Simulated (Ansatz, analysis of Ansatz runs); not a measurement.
# Reproducing a measured charge-transition level: N on an O site in ZnO

Subject: N on an O site in ZnO. Wanted: its charge-transition level, in one set-up (PBE, 32-site cell, PBE lattice, 420 eV, k: the single point 1/4 1/4 1/4 then 2x2x2 shifted 0.5 0.5 0.5, with the key nspin, started with the impurity moved along one bond). The model is a cell of 32 host atoms with 1 O taken out and 1 N put in. The level is the Fermi energy at which two charge states have equal formation energy, after a correction for the images of the charge.

What was measured. (0/-1) level above the valence-band top: 1.4 eV (“Acceptors in ZnO”, 2015, McCluskey et al.).

Main program and level: Ansatz 0.2.0; plane-wave PAW DFT, PBE; relaxation of all atoms of a defect supercell.

**1. The starting structure**

The cell holds 32 atoms: 16 Zn, 15 O and 1 N. Cell: a = 6.559 Å, b = 6.559 Å, c = 10.587 Å, α = 90.0°, β = 90.0°, γ = 120.0°. It derives from ZnO (space group P6_3mc). Nearest the centre at fractional (0.667, 0.333, 0.440): N20 at 0.15 Å, Zn18 at 2.00 Å, Zn26 at 2.00 Å, Zn2 at 2.00 Å, Zn17 at 2.01 Å, O19 at 3.25 Å, O27 at 3.25 Å, O3 at 3.25 Å.

The host's primitive cell comes from a first run (plane-wave PAW DFT, PBE; relaxation of the host's cell and atoms): vectors of 3.280, 3.280 and 5.293 Å. That is 12.33 Å³ an atom, 3.6 % over the diffraction cell's volume. The supercell is built on it.

**2. Relaxation, charge 0**

Every later number rests on the structure around the defect, so the atoms are relaxed at the host's lattice first.

The input, relax0/input.yaml:

```yaml
relax:
  f_tol: 0.02
  max_steps: 80
  random_displacement: { amplitude: 0.02, seed: 935 }
crystal:
  lattice:
    - [6.55903995, 0.0, 0.0]
    - [-3.27951997, 5.68029522, 0.0]
    - [0.0, 0.0, 10.58650209]
  atoms:
    - { symbol: Zn, position: [0.166666667, 0.333333333, 0.249983552] }
    - { symbol: Zn, position: [0.333333333, 0.166666667, 0.499983552] }
    - { symbol: O, position: [0.333333333, 0.166666667, 0.189521448] }
    - { symbol: O, position: [0.166666667, 0.333333333, 0.439521448] }
    - { symbol: Zn, position: [0.166666667, 0.333333333, 0.749983552] }
    - { symbol: Zn, position: [0.333333333, 0.166666667, 0.999983552] }
    - { symbol: O, position: [0.333333333, 0.166666667, 0.689521448] }
    - { symbol: O, position: [0.166666667, 0.333333333, 0.939521448] }
    - { symbol: Zn, position: [0.166666667, 0.833333333, 0.249983552] }
    - { symbol: Zn, position: [0.333333333, 0.666666667, 0.499983552] }
    - { symbol: O, position: [0.333333333, 0.666666667, 0.189521448] }
    - { symbol: O, position: [0.166666667, 0.833333333, 0.439521448] }
    - { symbol: Zn, position: [0.166666667, 0.833333333, 0.749983552] }
    - { symbol: Zn, position: [0.333333333, 0.666666667, 0.999983552] }
    - { symbol: O, position: [0.333333333, 0.666666667, 0.689521448] }
    - { symbol: O, position: [0.166666667, 0.833333333, 0.939521448] }
    - { symbol: Zn, position: [0.666666667, 0.333333333, 0.249983552] }
    - { symbol: Zn, position: [0.833333333, 0.166666667, 0.499983552] }
    - { symbol: O, position: [0.833333333, 0.166666667, 0.189521448] }
    - { symbol: "N", position: [0.666666667, 0.333333333, 0.453690434] }
    - { symbol: Zn, position: [0.666666667, 0.333333333, 0.749983552] }
    - { symbol: Zn, position: [0.833333333, 0.166666667, 0.999983552] }
    - { symbol: O, position: [0.833333333, 0.166666667, 0.689521448] }
    - { symbol: O, position: [0.666666667, 0.333333333, 0.939521448] }
    - { symbol: Zn, position: [0.666666667, 0.833333333, 0.249983552] }
    - { symbol: Zn, position: [0.833333333, 0.666666667, 0.499983552] }
    - { symbol: O, position: [0.833333333, 0.666666667, 0.189521448] }
    - { symbol: O, position: [0.666666667, 0.833333333, 0.439521448] }
    - { symbol: Zn, position: [0.666666667, 0.833333333, 0.749983552] }
    - { symbol: Zn, position: [0.833333333, 0.666666667, 0.999983552] }
    - { symbol: O, position: [0.833333333, 0.666666667, 0.689521448] }
    - { symbol: O, position: [0.666666667, 0.833333333, 0.939521448] }
  host:
    repeats: [2, 2, 2]
    atoms:
      - { symbol: Zn, position: [0.333333333, 0.666666667, 0.499967103] }
      - { symbol: Zn, position: [0.666666667, 0.333333333, 0.999967103] }
      - { symbol: O, position: [0.666666667, 0.333333333, 0.379042897] }
      - { symbol: O, position: [0.333333333, 0.666666667, 0.879042897] }
basis:
  ecutwfc: 420
  xc_grid: 2
hamiltonian:
  xc: pbe
kpoints:
  mp_grid: { grid: [1, 1, 1], shift: [0.25, 0.25, 0.25] }
magnetization:
  spin_polarized: true
  initial_magnetization: 1
  spin_locking: { lock_magnetization: hard }
  nspin: 2
scf:
  occupations: { method: fermi_dirac, width: 0.01 }
  max_iter: 60
output:
  forces: true
  charged_corrections:
    epsilon: [5.21, 5.21, 5.27]
    static_epsilon: [10.56, 10.56, 11.59]
    defect_position: [0.666667, 0.333333, 0.439505]
checkpoint:
  write: "../relax0.run"
  compress: false
  write_wavefunctions: true
  write_every: 100000
```

Started as:

```
ansatz run input.yaml --threads 2 --pin off --max-ram 3768MiB --backend cpu --events-out ev --progress --plain --runs-dir out
```

What it wrote:

```text
Error: YAML parse error: error: line 61 column 3: unknown field `nspin`, expected one of spin_polarized, noncollinear, spin_orbit, initial_magnetization, per_species, retry_lost_moments, magnetic_field, spin_locking, spin_spiral
  --> <input>:61:3
   |
59 |   initial_magnetization: 1
60 |   spin_locking: { lock_magnetization: hard }
61 |   nspin: 2
   |   ^ unknown field `nspin`, expected one of spin_polarized, noncollinear, spin_orbit, initial_magnetization, per_species, retry_lost_moments, magnetic_field, spin_locking, spin_spiral
62 | scf:
63 |   occupations: { method: fermi_dirac, width: 0.01 }
   |
```

Elapsed: 0.02 s, on 2 threads of Arm Neoverse V2, shared host; peak memory 0.022 GiB.

The input was rejected at the start.

The program's message: “Error: YAML parse error: error: line 61 column 3: unknown field `nspin`, expected one of spin_polarized, noncollinear, spin_orbit, initial_magnetization, per_species, retry_lost_moments, magnetic_fiel …”

**3. Outcome**

The charge-transition level was not obtained, because the step “relaxation, charge 0” was refused by the program; the cause lies in the set-up: nspin is a key of another program.

[Logs are printed without paths, hosts, clocks, repeated set-up lines and the standing remarks that a program may print on its own settings, such as how far it seeks lower states.]

[Hosts, paths, dates, database ids (printed as entryN), source tags and the programs' standing remarks are cut or masked in the printed files.]

[For some hosts the program warned that the k-mesh of the response run may be too coarse for force constants and the static dielectric constant; such warnings are not shown here.]
